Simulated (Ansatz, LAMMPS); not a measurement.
## Molecular dynamics of a frame of liquid (Cs,Li,Na)Cl from 1300 K, run at 600 K (98 atoms)

Aim: follow a frame of liquid (Cs,Li,Na)Cl from 1300 K, run at 600 K (98 atoms) for a short time with forces from DFT, then look at structure and electrons in the last frame.

Calculated with Ansatz 0.2.0; Kohn-Sham DFT, PBEsol, PAW (set soft_2), plane waves.

## (1) The starting structure

The cell holds 98 atoms: 15 Cs, 21 Li, 13 Na and 49 Cl. Cell: a = 15.265 Å, b = 15.265 Å, c = 15.265 Å, α = 90.0°, β = 90.0°, γ = 90.0°. 98 atoms (15 Cs, 21 Li, 13 Na, 49 Cl) placed at random at 1.95 g/cm³, melted at 1800 K for 10 ps at fixed volume with the Lennard-Jones and Coulomb ion parameters for SPC/E (Joung and Cheatham, J. Phys. Chem. B 112, 9020 (2008)), full charges. Snapshot at the end of a hold of 20 ps at 1300 K and fixed volume.

Before any run, some limits are plain. The starting topology of bonds comes from the classical model, and needn't be the one that DFT or experiment would give. The cell was made at 1300 K but the dynamics is set to 600 K: the trajectory isn't one at 1300 K. The ion parameters were fitted for water, not for melts, so the starting structure of this cell may lie well off the real melt's. Only the Γ point is sampled, in a cell whose shortest periodic width is 15 Å. Spin–orbit coupling is left out, which matters for the levels of the heavy elements.

## (2) Dynamics at 600 K

A Nosé–Hoover thermostat steers the temperature while disturbing the dynamics little. The time step is 1.0 fs.

input.yaml reads:

```yaml
crystal:
  lattice:
    - [15.2653, 0.0, 0.0]
    - [0.0, 15.2653, 0.0]
    - [0.0, 0.0, 15.2653]
  atoms:
    - { symbol: Cs, position: [0.70122, 0.40354, 0.92467] }
    - { symbol: Cs, position: [0.33844, 0.49406, 0.37712] }
    - { symbol: Cs, position: [0.56836, 0.63196, 0.53415] }
    - { symbol: Cs, position: [0.44002, 0.17007, 0.07065] }
    [... 88 atom lines left out ...]
    - { symbol: Cl, position: [0.91451, 0.86094, 0.996] }
    - { symbol: Cl, position: [0.21168, 0.29954, 0.53728] }
    - { symbol: Cl, position: [0.74024, 0.76188, 0.84097] }
    - { symbol: Cl, position: [0.0601, 0.22698, 0.28232] }
    - { symbol: Cl, position: [0.78264, 0.90035, 0.48309] }
    - { symbol: Cl, position: [0.96542, 0.06408, 0.54381] }
kpoints:
  mp_grid: { grid: [1, 1, 1] }
hamiltonian:
  xc: pbesol
scf:
  occupations: { method: fixed }
output:
  forces: true
md:
  timestep: 1.0
  n_steps: 59
  ensemble: nvt_nose_hoover
  temperature: 600
  initial_velocities: maxwell_boltzmann
  seed: 8478
```

Started as:

```bash
> ansatz run input.yaml --threads 4 --pin off --max-ram 8192MiB --backend cpu --events-out ev --progress --plain --runs-dir out
```

It took 17 min on 4 threads of Arm Neoverse V2, shared host; peak memory 4.2 GiB.

The program notes that it switched symmetry off.

Rows from the run:

```tsv
time (fs)	T (K)	potential (meV/atom)	conserved (meV/atom)
0.0	600	0.0	0.00
4.0	594	0.8	0.00
8.0	592	1.0	0.00
12.0	596	0.6	0.00
16.0	602	-0.2	0.00
20.0	608	-1.0	0.00
24.0	613	-1.7	0.00
28.0	619	-2.4	0.00
31.0	626	-3.3	0.00
35.0	640	-5.2	0.00
39.0	658	-7.5	0.00
43.0	677	-10.0	0.00
47.0	694	-12.2	0.00
51.0	707	-14.0	0.00
55.0	716	-15.4	0.00
59.0	724	-16.7	0.00
```

Mean square displacement from the first frame to the last: Cs 0.027 Å², Li 0.49 Å², Na 0.14 Å², Cl 0.15 Å².

The mean square displacement by time lag:

```tsv
time lag (fs)	Cl (Å²)	Cs (Å²)	Li (Å²)	Na (Å²)
1.0	5.0e-5	9.0e-6	2.5e-4	4.9e-5
2.0	2.0e-4	3.6e-5	9.9e-4	2.0e-4
3.0	4.5e-4	8.1e-5	0.00223	4.4e-4
5.0	0.00125	2.2e-4	0.00619	0.00121
7.0	0.00244	4.4e-4	0.0121	0.00236
8.0	0.00318	5.7e-4	0.0158	0.00308
9.0	0.00402	7.2e-4	0.0199	0.00388
10.0	0.00495	8.8e-4	0.0245	0.00478
13.0	0.00833	0.00149	0.0409	0.00799
14.0	0.00964	0.00172	0.0472	0.00923
15.0	0.0110	0.00197	0.0539	0.0106
16.0	0.0125	0.00224	0.0610	0.0120
17.0	0.0141	0.00252	0.0685	0.0135
20.0	0.0194	0.00347	0.0928	0.0184
21.0	0.0214	0.00382	0.102	0.0203
22.0	0.0234	0.00418	0.111	0.0222
23.0	0.0255	0.00456	0.120	0.0241
25.0	0.0300	0.00537	0.139	0.0283
27.0	0.0348	0.00624	0.159	0.0327
28.0	0.0373	0.00669	0.169	0.0351
30.0	0.0426	0.00766	0.190	0.0399
```

Over the second half of 59 fs the temperature averages 679 K, rising from about 633 to 718 K (means over the first and last quarter of that half). The conserved energy stays within 0.00 meV/atom. From first frame to last Li has the largest mean square displacement, 0.49 Å² at the end; the farthest move is 1.23 Å. The run spans 0.06 ps, too short for its means to be equilibrium values.

## (3) Distances and neighbours late in the run

The g(r) is a mean over the second half.

Density 1.95 g/cm³, 36.30 Å³ an atom.

Mean of 16 frames. g(r), total and by pair (bins of 0.2 Å):

```tsv
r (Å)	total	Cl-Cl	Cl-Li	Cl-Cs	Cl-Na	Li-Li	Li-Cs
2.00	0.10	0.00	0.47	0.00	0.00	0.00	0.00
2.20	1.10	0.00	5.16	0.00	0.00	0.00	0.00
2.40	1.15	0.00	5.14	0.00	0.39	0.00	0.00
2.60	1.29	0.00	3.50	0.00	4.04	0.00	0.00
2.80	0.94	0.00	1.54	0.00	4.16	1.13	0.00
3.00	0.81	0.06	0.87	1.90	1.94	0.58	0.00
3.20	0.96	0.08	0.59	3.05	1.33	1.21	0.11
3.40	1.03	0.78	0.25	2.47	1.72	0.98	0.27
3.60	1.00	1.30	0.32	2.36	1.00	0.73	0.54
3.80	0.88	1.41	0.28	0.87	0.94	1.84	0.52
4.00	1.26	2.38	0.47	0.62	0.19	2.87	1.62
4.20	1.12	1.56	0.45	0.85	0.27	1.61	1.52
4.40	0.95	1.23	0.48	0.43	0.54	2.05	1.73
4.60	1.05	1.57	0.81	0.84	0.28	0.71	1.04
4.80	0.91	1.10	0.73	0.79	0.53	0.45	0.81
5.00	1.10	0.99	0.89	0.72	0.84	0.45	2.21
5.20	1.03	1.04	1.16	0.71	1.21	0.49	1.32
5.40	0.93	0.69	1.00	0.96	1.19	0.62	0.85
5.60	0.88	0.62	1.16	0.90	0.47	0.60	1.37
5.80	0.92	0.80	1.16	0.98	1.05	0.62	0.89
6.00	1.09	1.00	1.23	1.09	1.56	1.03	0.87
6.20	1.00	0.86	1.41	1.38	0.94	0.93	0.74
6.40	1.03	1.04	1.49	0.83	1.19	0.74	0.90
6.60	0.90	0.63	0.84	1.07	1.21	0.79	0.86
6.80	0.89	0.80	0.83	1.10	1.15	0.95	1.16
7.00	1.07	1.09	1.01	0.92	1.60	0.87	0.91
7.20	1.04	1.02	0.88	1.38	0.98	0.92	0.86
7.40	1.00	1.16	1.01	0.92	0.85	0.85	0.95
```

## (4) Single point at the last frame

The last frame is solved again with fuller output, to read the electronic structure of a thermally displaced geometry.

input.yaml reads:

```yaml
crystal:
  lattice:
    - [15.2653, 0.0, 0.0]
    - [0.0, 15.2653, 0.0]
    - [0.0, 0.0, 15.2653]
  atoms:
    - { symbol: Cs, position: [0.70768, 0.40161, 0.91594] }
    - { symbol: Cs, position: [0.33575, 0.48653, 0.37389] }
    - { symbol: Cs, position: [0.57428, 0.6274, 0.53283] }
    - { symbol: Cs, position: [0.43632, 0.17364, 0.07758] }
    [... 88 atom lines left out ...]
    - { symbol: Cl, position: [0.93259, 0.84089, 0.9857] }
    - { symbol: Cl, position: [0.21874, 0.27079, 0.53855] }
    - { symbol: Cl, position: [0.73903, 0.7802, 0.84513] }
    - { symbol: Cl, position: [0.06475, 0.20828, 0.2901] }
    - { symbol: Cl, position: [0.76693, 0.89667, 0.47604] }
    - { symbol: Cl, position: [0.95435, 0.06418, 0.545] }
kpoints:
  mp_grid: { grid: [1, 1, 1] }
hamiltonian:
  xc: pbesol
scf:
  occupations: { method: fixed }
output:
  forces: true
  stress: true
  populations: true
  dos:
    method: { smearing: { sigma: 0.15 } }
    de: 0.1
    projected: { site_lists: { Cl: [Cl], Cs: [Cs], Li: [Li], Na: [Na] } }
  eigenvalues: true
  write_density: true
  write_potential: true
  volumetric_format: npy
  elf: true
```

Wall time 53 s (4 threads); peak memory 4.3 GiB.

The program notes that the exchange-correlation potential is rough where the density is thin.

The run gave:

| Property | Result |
| --- | --- |
| free energy | -159376.9031 eV |
| free energy per atom | -1626.2949 eV/atom |
| SCF cycles | 8 |
| pressure | -0.7182 GPa |
| r.m.s. force component | 0.3242 eV/Å |
| longest force | 1.326 eV/Å |
| Fermi energy | 0.009915 eV |
| gap (highest filled to lowest empty level) | 3.401 eV |
| spilling of the projection | 0.004904 |

Length of the force by element:

```tsv
element	coordination	atoms	mean length of the force (eV/Å)	spread	least	most
Cl	all	49	0.524	0.255	0.146	1.33
Cs	all	15	0.421	0.210	0.134	0.908
Li	all	21	0.542	0.283	0.175	1.29
Na	all	13	0.449	0.186	0.204	0.951
```

Löwdin charges by element (they lack the spilled electrons, 0.033 e an atom on average):

```tsv
element	coordination	atoms	mean charge (e)	spread	least	most
Cl	all	49	-0.693	0.02	-0.740	-0.652
Cs	all	15	0.844	0.0109	0.825	0.862
Li	all	21	0.709	0.0135	0.677	0.738
Na	all	13	0.741	0.0162	0.711	0.767
```

States in the cell by windows of 1 eV, zero at the Fermi level; the larger projections on atomic orbitals stand beside the total:

```tsv
from (eV)	to (eV)	total	Cl p	Cs p	Cl s
-18	-15	0.0	0.0	0.0	0.0
-15	-14	0.1	0.0	0.0	0.1
-14	-13	47.7	0.0	0.2	44.5
-13	-12	45.4	0.0	0.2	43.3
-12	-11	4.9	0.0	0.0	4.7
-11	-8	0.0	0.0	0.0	0.0
-8	-7	41.8	0.8	40.5	0.2
-7	-6	48.2	1.2	46.5	0.3
-6	-4	0.0	0.0	0.0	0.0
-4	-3	0.1	0.1	0.0	0.0
-3	-2	51.3	47.4	0.2	0.2
-2	-1	152.1	145.5	1.1	0.2
-1	0	86.4	83.8	0.7	0.1
0	1	4.0	3.9	0.0	0.0
1	3	0.0	0.0	0.0	0.0
3	4	2.4	0.1	0.0	0.3
4	5	21.8	1.4	0.1	1.2
```

With fixed occupations the program's Fermi level is the highest filled level; weight inside the gap is the broadening of levels at its edges.

Between -26 and -18 eV lie 108 more states.

The stored curve holds about 590 of the 658 electrons; the rest, give or take the few that broadening carries across the Fermi level, lie in deeper levels below its range.

The levels nearest the highest filled one (over half full), pooled over k-points and spins:

```tsv
level less the highest filled one (eV)	occupation
-0.217	2
-0.136	2
-0.130	2
-0.0866	2
-0.0587	2
0	2
3.40	0
4.06	0
4.16	0
4.30	0
4.47	0
4.51	0
```

Mean Löwdin charges: Cl -0.69, Cs +0.84, Li +0.71, Na +0.74 e (they miss 0.49 % of the electrons, so they add up to more than the cell's charge).

## (5) Outcome

| Item | Value |
| --- | --- |
| mean temperature, second half | 679 K |
| temperature swing, second half | 32.44 K |
| slope of the conserved energy against time, by least squares | -0.06 meV/atom/ps |
| free energy per atom | -1626.2949 eV/atom |
| pressure | -0.7182 GPa |
| r.m.s. force component | 0.3242 eV/Å |
| gap (highest filled to lowest empty level) | 3.401 eV |
| wall time of the 2 DFT runs | 18 min |

**Reading.** Over the second half of 59 fs the temperature averages 679 K, rising from about 633 to 718 K (means over the first and last quarter of that half). The conserved energy stays within 0.00 meV/atom. The run spans 0.06 ps, too short for its means to be equilibrium values. The highest filled and lowest empty levels differ by 3.40 eV (at Γ alone); a semilocal functional tends to put such gaps too low. In a disordered cell it changes from sample to sample and from frame to frame.

**Limits.** The pressure of a single frame lacks the kinetic term, about 0.26 GPa here.

[Logs are printed without paths, hosts, clocks, repeated set-up lines and the standing remarks that a program may print on its own settings, such as how far it seeks lower states.]

[Hosts, paths, dates, database ids (printed as entryN), source tags and the programs' standing remarks are cut or masked in the printed files.]
